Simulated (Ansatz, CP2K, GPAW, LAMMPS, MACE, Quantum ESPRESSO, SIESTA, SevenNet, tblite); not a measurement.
# Running ionic liquid ethylpyridinium dicyanamide with Li salt at 400 K (98 atoms) with SIESTA, part 2 of 2

Wanted: SIESTA inputs and outputs for ionic liquid ethylpyridinium dicyanamide with Li salt at 400 K (98 atoms), checked against a plane-wave reference.

Program: SIESTA 5.4.2; the method stands at each step. Banners, paths, timers and routine set-up lines are dropped from the logs unmarked, and long logs keep their key lines alone; longer cuts are marked. The potentials were converted by us to PSML.

So far. Step 2 (PBE, DZP, shift 0.01 Ry, mesh 500 Ry): Forces lie 52 % from the reference's, at 5.5 times its CPU time (on 2 against 8 cores). Step 3 (PBE, TZP, shift 0.01 Ry, mesh 500 Ry): Against the first run (52 %), the force difference from the reference is 49 %, at 1.3 times the CPU time (on 4 against 2 cores), with 1216 basis functions against 947.

## 4. PBE, DZP, shift 0.01 Ry, mesh 700 Ry

Method: Kohn-Sham DFT, PBE, PseudoDojo 0.4.1 norm-conserving pseudopotentials (converted to PSML), numerical atomic orbitals (DZP), diagonalisation.

Contents of input.fdf:

```
SystemLabel cell
NumberOfAtoms 98
NumberOfSpecies 4
%block ChemicalSpeciesLabel
  1 6 C
  2 7 N
  3 1 H
  4 3 Li
%endblock ChemicalSpeciesLabel
LatticeConstant 1.0 Ang
%block LatticeVectors
  10.51987 0.00000 0.00000
  0.00000 10.51987 0.00000
  0.00000 0.00000 10.51987
%endblock LatticeVectors
PAO.BasisSize DZP
PAO.EnergyShift 0.01 Ry
PAO.Polarization.NonPerturbative T
XC.Functional GGA
XC.Authors PBE
MeshCutoff 700 Ry
%block kgrid_Monkhorst_Pack
  1 0 0 0.0
  0 1 0 0.0
  0 0 1 0.0
%endblock kgrid_Monkhorst_Pack
SolutionMethod diagon
OccupationFunction FD
ElectronicTemperature 580 K
SCF.Mixer.Method Pulay
SCF.Mixer.Weight 0.15
SCF.Mixer.History 8
SCF.Mix Hamiltonian
MaxSCFIterations 300
SCF.DM.Tolerance 1e-04
SCF.H.Tolerance 1.0e-3 eV
WriteForces T
Write.HirshfeldPop T
Write.VoronoiPop T
Write.DM F
Write.H F
XML.Write F
AtomicCoordinatesFormat Fractional
%block AtomicCoordinatesAndAtomicSpecies
[... 98 atom lines left out: the same atoms as in the first run ...]
%endblock AtomicCoordinatesAndAtomicSpecies
```

On the command line:

```console
$ OMP_NUM_THREADS=1 mpirun -np 4 siesta < input.fdf > output.txt
```

The program printed:

```text
Version         : 5.4.2
reinit: System Name:
reinit: System Label: cell
initatom: Reading input for the pseudopotentials and atomic orbitals ----------
Species number:   1 Atomic number:    6 Label: C
Species number:   2 Atomic number:    7 Label: N
Species number:   3 Atomic number:    1 Label: H
Species number:   4 Atomic number:    3 Label: Li
Ground state valence configuration (from tables):   2s02  2p02  3d00  4f00
Ground state valence configuration (from tables):   2s02  2p03  3d00  4f00
Ground state valence configuration (from tables):   1s01  2p00  3d00  4f00
Ground state valence configuration (from tables):   2s01  2p00  3d00  4f00
---- Processing specs for species: C
GGA--PBE XC_GGA_X_PBE--XC_GGA_C_PBE pb
---- Processing specs for species: N
[... lines left out ...]
stepf: Fermi-Dirac step function
        iscf     Eharris(eV)        E_KS(eV)     FreeEng(eV)     dDmax    Ef(eV) dHmax(eV)
[... lines left out ...]
SCF Convergence by DM+H criterion
[... lines left out ...]
SCF cycle converged after 14 iterations
[... lines left out ...]
   Max   12.401753
[... lines left out ...]
   Max   12.401753    constrained
Stress tensor Voigt[x,y,z,yz,xz,xy] (kbar):      -47.79      -61.40      -43.32       -4.01        7.66       -3.46
[... lines left out ...]
siesta: FreeEng =    -12375.521032
siesta: Final energy (eV):
siesta:  Band Struct. =   -4054.805996
siesta:       Kinetic =    8549.053217
siesta:       Hartree =    6576.955068
siesta:         Exch. =   -3850.764277
siesta:         Corr. =    -328.771255
siesta:   Exch.-corr. =   -4179.535532
siesta:  Ion-electron =  -21091.565960
siesta:       Ion-ion =   -2230.427824
siesta:         Total =  -12375.521032
siesta:         Fermi =      -4.673527
siesta: Stress tensor (static) (eV/Ang**3):
siesta:    -0.029830   -0.002157    0.004780
siesta:    -0.002157   -0.038324   -0.002503
siesta:     0.004780   -0.002503   -0.027041
siesta: Cell volume =       1164.209447 Ang**3
siesta: Pressure (static):
siesta:                Solid            Molecule  Units
siesta:           0.00034560          0.00001613  Ry/Bohr**3
siesta:           0.03173190          0.00148106  eV/Ang**3
siesta:          50.84011236          2.37291219  kBar
    Orbital volume contribution        =          30.903108 eV
    (Free)E + p_basis*V_orbitals       =      -12344.617925 eV
    (Free)Eharris+ p_basis*V_orbitals  =      -12344.617925 eV
Hirshfeld Atomic Populations:
Atom #   charge [q] valence [e]  Species
     1    -0.086153    4.086153  C
     2     0.038703    3.961297  C
     3     0.112018    4.887982  N
     4     0.054758    3.945242  C
[...]
9     0.026480    0.973520  H
    10     0.028354    0.971646  H
    11     0.034267    0.965733  H
[...]
21     0.118268    4.881732  N
[...]
39     0.112828    4.887172  N
[...]
98     0.067856    2.932144  Li
--------------------
 Total    -0.000005
Voronoi Atomic Populations:
Atom #   charge [q] valence [e]  Species
[...]
71     0.038404    0.961596  H
    72     0.054852    0.945148  H
[...]
94     0.065401    3.934599  C
    95    -0.227255    5.227255  N
    96     0.094202    3.905798  C
    97    -0.191962    5.191962  N
    98    -0.000480    3.000480  Li
--------------------
 Total    -0.000005
```

Wall time 1.8 min (4 MPI ranks of Arm Neoverse V2, shared host); peak memory 3.5 GiB; 7.3 min of CPU time.

Numbers from this run, and their distance from the reference:

* r.m.s. force component: 2.307 eV/Å
* r.m.s. difference of force components: 882 meV/Å
* longest difference of force vectors: 4192 meV/Å
* force difference over r.m.s. force: 52.27 %
* slope of forces against the reference's: 1.298
* correlation of force components: 0.9493
* gap (highest filled to lowest empty level): 1.719 eV
* gap difference: -0.062 eV
* pressure: 5.084 GPa
* pressure difference: 4.315 GPa
* energy less the same-level run's: -0.0042 meV/atom
* r.m.s. force difference from the same-level run: 0.454 meV/Å

This run lies far from the reference in forces at the same functional.

Against the first run (52 %), the force difference from the reference is 52 %, at 2.0 times the CPU time (on 4 against 2 cores): the change moves forces by 0.45 meV/Å r.m.s., so most of the difference comes from elsewhere.

## 5. PBE, DZ, shift 0.01 Ry, mesh 500 Ry

Method: Kohn-Sham DFT, PBE, PseudoDojo 0.4.1 norm-conserving pseudopotentials (converted to PSML), numerical atomic orbitals (DZ), diagonalisation.

input.fdf: that of step 4 with these lines changed.

```diff
@@ -15,3 +15,3 @@
 %endblock LatticeVectors
-PAO.BasisSize DZP
+PAO.BasisSize DZ
 PAO.EnergyShift 0.01 Ry
@@ -20,3 +20,3 @@
 XC.Authors PBE
-MeshCutoff 700 Ry
+MeshCutoff 500 Ry
 %block kgrid_Monkhorst_Pack
```

On the command line:

```console
$ OMP_NUM_THREADS=1 mpirun -np 2 siesta < input.fdf > output.txt
```

The program printed:

```text
Version         : 5.4.2
reinit: System Name:
reinit: System Label: cell
initatom: Reading input for the pseudopotentials and atomic orbitals ----------
Species number:   1 Atomic number:    6 Label: C
Species number:   2 Atomic number:    7 Label: N
Species number:   3 Atomic number:    1 Label: H
Species number:   4 Atomic number:    3 Label: Li
[... lines left out ...]
SCF Convergence by DM+H criterion
[... lines left out ...]
SCF cycle converged after 14 iterations
[... lines left out ...]
   Max   12.651287
[... lines left out ...]
   Max   12.651287    constrained
Stress tensor Voigt[x,y,z,yz,xz,xy] (kbar):      -52.29      -65.52      -47.32       -5.10        6.98       -3.67
[... lines left out ...]
siesta: FreeEng =    -12363.683082
[... lines left out ...]
siesta:         Fermi =      -4.491560
[... lines left out ...]
siesta:          55.03994863          4.57783882  kBar
[... lines left out ...]
Hirshfeld Atomic Populations:
Atom #   charge [q] valence [e]  Species
     1    -0.077006    4.077006  C
     2     0.045826    3.954174  C
     3     0.120959    4.879041  N
     4     0.059941    3.940059  C
[...]
9     0.026163    0.973837  H
    10     0.026750    0.973250  H
    11     0.035053    0.964947  H
[...]
21     0.129060    4.870940  N
[...]
39     0.122545    4.877455  N
[...]
98     0.126278    2.873722  Li
--------------------
 Total    -0.000000
Voronoi Atomic Populations:
Atom #   charge [q] valence [e]  Species
[...]
71     0.041098    0.958902  H
    72     0.061048    0.938952  H
[...]
94     0.054001    3.945999  C
    95    -0.242110    5.242110  N
    96     0.080687    3.919313  C
    97    -0.210478    5.210478  N
    98     0.089237    2.910763  Li
--------------------
 Total     0.000000
```

Wall time 51 s (2 MPI ranks); peak memory 1.1 GiB.

Against the reference:

```yaml
r_m_s_force_component: 2.367 eV/Å
r_m_s_difference_of_force_components: 947.1 meV/Å
longest_difference_of_force_vectors: 4410 meV/Å
force_difference_over_r_m_s_force: 56.13 %
slope_of_forces_against_the_reference_s: 1.327
correlation_of_force_components: 0.9456
spacing_of_highest_filled_and_lowest_empty_level: 1.436 eV
gap_difference: -0.3451 eV
pressure: 5.504 GPa
pressure_difference: 4.735 GPa
```

This is a coarse setting, run to see what it loses.

Against the first run (52 %), the force difference from the reference is 56 %, at 0.45 times the CPU time, with 539 basis functions against 947.

## 6. Side by side

Differences are against the plane-wave reference, forces as r.m.s. over components; share is that over the reference's r.m.s. force, slope the least-squares factor from reference forces to these. Total energies of different programs have different zeros and aren't compared.

```csv
run,"Δ force, r.m.s. (meV/Å)",share (%),slope,Δ pressure (GPa),Δ gap (eV),cores,CPU time,memory (GiB)
reference,-,-,-,-,-,8,41 s,1.2
"SIESTA PBE, DZP, shift 0.01 Ry, mesh 500 Ry",882,52.3,1.298,4.32,-0.062,2,3.7 min,1.7
"SIESTA PBE, TZP, shift 0.01 Ry, mesh 500 Ry",826,48.9,1.272,4.07,-0.0716,4,5 min,2.4
"SIESTA PBE, DZP, shift 0.01 Ry, mesh 700 Ry",882,52.3,1.298,4.32,-0.062,4,7.3 min,3.5
"SIESTA PBE, DZ, shift 0.01 Ry, mesh 500 Ry (coarse)",947,56.1,1.327,4.74,-0.345,2,1.7 min,1.1
```

Rows marked coarse were listed beforehand as settings not expected to be converged; some can still land near the reference.

CPU time is summed over cores on a shared host, where runs went side by side, so it is rough. Symmetry, cutoffs, thresholds, outputs and thread counts weren't matched or tuned between programs; memory under MPI is the largest rank's times the ranks.

Mean charges by element (e), by run and scheme:

```csv
run,scheme,C,N,H,Li
reference,Löwdin,-0.02,-0.27,+0.22,+0.73
"SIESTA PBE, DZP, shift 0.01 Ry, mesh 500 Ry",Hirshfeld,+0.03,-0.14,+0.04,+0.07
"SIESTA PBE, TZP, shift 0.01 Ry, mesh 500 Ry",Hirshfeld,+0.03,-0.15,+0.04,+0.07
"SIESTA PBE, DZP, shift 0.01 Ry, mesh 700 Ry",Hirshfeld,+0.03,-0.14,+0.04,+0.07
```

The reference's Löwdin charges lack the electrons that the projection spills, 0.040 e an atom on average.

Within one program, basis, potentials and functional, energies share a zero. Each run against its twin at the usual cutoff or grid and solver:

```csv
run,twin,Δ energy (meV/atom),"Δ force, r.m.s. (meV/Å)",CPU time over the twin's
"SIESTA PBE, DZP, shift 0.01 Ry, mesh 700 Ry","DZP, shift 0.01 Ry, mesh 500 Ry",-0.0042,0.454,2.0 (this twin ran on 2 cores)
```

## 7. Outcome

* nearest in forces: SIESTA PBE, TZP, shift 0.01 Ry, mesh 500 Ry, 49 %
* its CPU time: 5 min

The PBE runs in local orbitals, coarse settings apart, differ by 49 % (SIESTA PBE, TZP, shift 0.01 Ry, mesh 500 Ry) to 52 % (SIESTA PBE, DZP, shift 0.01 Ry, mesh 700 Ry); basis, grid and potentials can all enter, and differences of this size make the forces unusable. Runs with settings chosen to be coarse differ by 56 % (SIESTA PBE, DZ, shift 0.01 Ry, mesh 500 Ry), their programs' other errors included. None of the electronic-structure runs in the table takes under half the reference's CPU time of 41 s; they take 2.5 to 11 times as much. At the same functional, gaps differ from the reference's 1.78 eV by between -0.35 and -0.06 eV. In pressure, SIESTA PBE, DZ, shift 0.01 Ry, mesh 500 Ry misses by +4.7 GPa, at the same functional. Charges hang on scheme and program or settings: among these rows the mean for Li runs from +0.07 to +0.73 e. The network of contacts between molecules at the start is that of the classical potential that made the cell, and needn't be the one that DFT or experiment would give. The reference's PBE has no dispersion term, which matters for the binding between molecules or layers. The density was typed from a rule of thumb and may lie off the real one at this temperature. The electronic-structure runs sample only Γ, in a cell whose shortest periodic width is 11 Å.

[Also dropped from logs without a mark: logging warnings of Python, and SIESTA's first energy breakdown and zero terms.]

[Logs are printed without paths, hosts, clocks, repeated set-up lines and the standing remarks that a program may print on its own settings, such as how far it seeks lower states.]

[Hosts, paths, dates, database ids (printed as entryN), source tags and the programs' standing remarks are cut or masked in the printed files.]
